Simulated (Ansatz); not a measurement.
# Hf (P6_3/mmc, 2 atoms in the cell): modes against biaxial strain in the (0001) plane, that of a and b, part 3 of 3

Wanted: the shifts of the zone-centre modes of Hf (P6_3/mmc, 2 atoms in the cell) with strain.

Ansatz 0.2.0; DFT LDA, scalar-relativistic, plane waves, PAW; PAW set soft_1.

So far, highest optical mode at the zone centre (no LO-TO term) (cm⁻¹): step 4 (zone-centre response at rest) 113; step 6 (strain 4 %) 133.

### Step 7. Relaxation of a member: biaxial strain of -4 % in the (0001) plane, that of a and b (continued)

Step by step:

| step | energy less that of the first step (eV) | largest force component (eV/Å) | pressure (GPa) | volume (Å³) |
| --- | --- | --- | --- | --- |
| 1 | 0.0000 | 0.0000 | 7.04 | 39.37 |
| 2 | -0.0001 | 0.0000 | 4.28 | 40.15 |
| 3 | -0.0025 | 0.0000 | 5.55 | 39.78 |
| 4 | -0.0025 | 0.0000 | 5.59 | 39.77 |
| 5* | -0.0026 | 0.0000 | 5.59 | 39.77 |

Relaxation steps marked * repeat the geometry before them on a plane-wave basis chosen anew for their cell, so energy and pressure can jump there.

The run keeps the 24 symmetry operations that it works with, so distortions that break them were not tested.

| conventional cell, symmetrised | before | after | change |
| --- | --- | --- | --- |
| a (Å) | 2.996 | 2.996 | +0.0 % |
| b (Å) | 2.996 | 2.996 | +0.0 % |
| c (Å) | 5.065 | 5.116 | +1.0 % |
| volume (Å³/atom) | 19.69 | 19.88 | +1.0 % |

Final coordinates:

```xyz
2
Lattice="2.9958 0.0000 0.0000 -1.4979 2.5944 0.0000 0.0000 0.0000 5.1165" Properties=species:S:1:pos:R:3 pbc="T T T"
Hf    0.0000    1.7296    1.2791
Hf    1.4979    0.8648    3.8374
```

Numbers from this step:

| Property | Result |
| --- | --- |
| pressure | 5.593 GPa |
| volume per atom | 19.88 Å³ |

The forces vanish by symmetry.

The cell grew by 1.0 % in volume.

### Step 8. Modes of this member: biaxial strain of -4 % in the (0001) plane, that of a and b

The zone-centre modes follow for biaxial strain of -4 % in the (0001) plane, that of a and b.

The input, input.yaml:

```yaml
crystal:
  lattice:
    - [2.9957881448, 0.0, 0.0]
    - [-1.4978940724, 2.5944286378, 0.0]
    - [0.0, 0.0, 5.1164838537]
  atoms:
    - { symbol: Hf, position: [0.3333333333, 0.6666666667, 0.25] }
    - { symbol: Hf, position: [0.6666666667, 0.3333333333, 0.75] }
kpoints:
  mp_grid: { grid: [15, 15, 8] }
hamiltonian:
  xc: lda
  pseudopotentials: { kind: paw, azcp: { folder: soft_1 }, xc_functional: pbe }
scf:
  occupations: { method: methfessel_paxton, width: 0.2 }
output:
  eigenvalues: true
phonons:
  method: dfpt
```

Launch:

```bash
$ ansatz run input.yaml --threads 4 --pin off --max-ram 10240MiB --backend cpu --events-out ev --progress --plain --runs-dir out
```

Numbers of over 12 decimals in the logs are rounded to 6 here.

The program printed:

```text
[...]
Crystal: 2 atoms, lattice volume = 39.767 Å³
Basis set: ecut = 420 eV, 749 PW (Γ), exchange–correlation on 48×48×72 points (8 copies of the dense FFT grid, shifted against one another)
Bands: 32, of which v1, the nominal top of the filled ones, is band 26 counted from 1 (25 counted from 0)
Symmetry: 24 space group operations
k-points: 320 of 1800 (irreducible under 4 space group operations, time reversal used)
[...]
k-point 2: bands = [... 22 lower, 13.1452, 15.7309, 20.2485, 20.5671, 21.5015, 21.5015, 22.0346, 22.0346, ... 2 higher]
  k-point 319: bands = [... 22 lower, 17.2453, 17.2453, 19.4284, 19.4284, 20.3726, 20.3726, 22.6247, 22.6247, ... 2 higher]
[...]
ASR residual: 3.578e-5 → 0.000e0 eV/Å²; symmetrization residual: 4.559e-12 eV/Å²
  ASR residual per site (eV/Å²): 3.58e-5 3.58e-5
  Γ frequencies (cm⁻¹): 0.00 0.00 0.00 58.15 58.15 131.95
[...]
[key lines of the parts left out:]
SCF converged after 11 iterations
Free energy (F): -30954.896914 eV
Fermi energy:    20.275772 eV
```

Elapsed: 34 s, on 4 threads of Arm Neoverse V1, shared host; peak memory 1.4 GiB.

This step gave:

```yaml
sum_rule_residual_before_enforcement: 3.58e-5 eV/Å²
highest_optical_mode_at_the_zone_centre_no_lo_to_term: 131.9 cm⁻¹
lowest_optical_zone_centre_mode: 58.15 cm⁻¹
```

Patterns of degenerate modes are one choice out of their space. Modes at Γ:

| mode | frequency (cm⁻¹) | symmetry |
| --- | --- | --- |
| 1 | 0.0 | acoustic |
| 2 | 0.0 | acoustic |
| 3 | 0.0 | acoustic |
| 4 | 58.1 | E2g |
| 5 | 58.1 | E2g |
| 6 | 131.9 | B1g |

Displacements in mode 4 (58.1 cm⁻¹), the largest set to 1:
```
Hf1  0.00  1.00  0.00
Hf2  0.00 -1.00  0.00
```

Displacements in mode 6 (131.9 cm⁻¹), the largest set to 1:
```
Hf1  0.00  0.00  1.00
Hf2  0.00  0.00 -1.00
```

The lowest optical mode is real, 58.1 cm⁻¹, and the highest lies at 131.9 cm⁻¹.

For the highest optical mode at the zone centre (no LO-TO term), step 4 gave 113 cm⁻¹; this run, with strain -4 %, gives 132 cm⁻¹ (+17 %).

### Step 9. The series together

The members are set side by side, also those not shown above.

Stress is positive in compression; energies are extrapolated to zero smearing, and E0 is that at rest; the edges not held and the atoms are relaxed in each cell; all runs use 15×15×8 k points and Methfessel-Paxton smearing of 0.2 eV. State of the crystal along the series:

| strain (%) | in-plane stress (GPa) | free strain along c (%) | E - E0 (meV/atom) |
| --- | --- | --- | --- |
| -4 | 8.388 | 3.584 | 44.24 |
| -3 | 6.387 | 2.552 | 25.35 |
| -2 | 4.309 | 1.616 | 11.43 |
| -1 | 2.147 | 0.7759 | 2.931 |
| 0 | -3.53e-4 | 0 | 0 |
| 1 | -2.084 | -0.7247 | 2.562 |
| 2 | -4.072 | -1.416 | 10.47 |
| 3 | -5.936 | -2.09 | 23.5 |
| 4 | -7.643 | -2.769 | 41.31 |

Optical modes are counted from below at rest and tracked from member to member by their patterns, and modes that stay within 0.3 cm⁻¹ of each other stand once; labels, where given, are those at rest; the edges not held and the atoms are relaxed in each cell; all runs use 15×15×8 k points and Methfessel-Paxton smearing of 0.2 eV. Optical modes along the series:

| strain (%) | optical mode 1 E2g (cm⁻¹) | optical mode 2 B1g (cm⁻¹) |
| --- | --- | --- |
| -4 | 58.15 | 131.9 |
| -3 | 60.11 | 122.8 |
| -2 | 64 | 115.9 |
| -1 | 68.69 | 112.5 |
| 0 | 72.94 | 113 |
| 1 | 76.33 | 117.5 |
| 2 | 78.91 | 123.5 |
| 3 | 80.9 | 128.9 |
| 4 | 82.57 | 133.2 |

Value and slope at zero strain of a cubic (a lower polynomial where under five rows exist) through the rows within 2 % of rest. Slopes at rest:

| mode | frequency (cm⁻¹) | shift per percent of strain (cm⁻¹) | shift per GPa of compressive stress (cm⁻¹) |
| --- | --- | --- | --- |
| optical mode 1 E2g | 72.9 | 3.85 | -1.81 |
| optical mode 2 B1g | 113.2 | 2.74 | -1.29 |

### Step 10. Outcome

```json
{
  "members": "9",
  "highest optical mode at the zone centre (no LO-TO term), at rest": "113.0 cm⁻¹",
  "biaxial modulus in the (0001) plane, that of a and b": "212 GPa",
  "optical mode 1 E2g, shift per percent": "3.85 cm⁻¹",
  "optical mode 2 B1g, shift per percent": "2.74 cm⁻¹"
}
```

**Reading.** The stress changes by 2.12 GPa for each percent, a biaxial modulus of 212 GPa in the (0001) plane, that of a and b. For each percent the free edge responds with -0.75 %. Within 2 % of rest optical mode 1 E2g and optical mode 2 B1g bend away from a straight line, so a single slope holds only near rest. These are harmonic frequencies at zero temperature: anharmonic shifts, linewidths and thermal expansion are left out. Spin-orbit coupling is left out, which can matter for the heavy elements here. With no gap, or one that is small against the smearing, the frequencies hang on the k mesh and the smearing, most of all near Kohn anomalies. The PAW files were made for PBE; the program adapts parts of them to the functional of the run, but their partial waves stay those of PBE, an approximation that was not tested in this session. Only the zone centre was solved, so an instability at another wavevector cannot show here.

[Logs are printed without paths, hosts, clocks, repeated set-up lines and the standing remarks that a program may print on its own settings, such as how far it seeks lower states.]

[Hosts, paths, dates, database ids (printed as entryN), source tags and the programs' standing remarks are cut or masked in the printed files.]
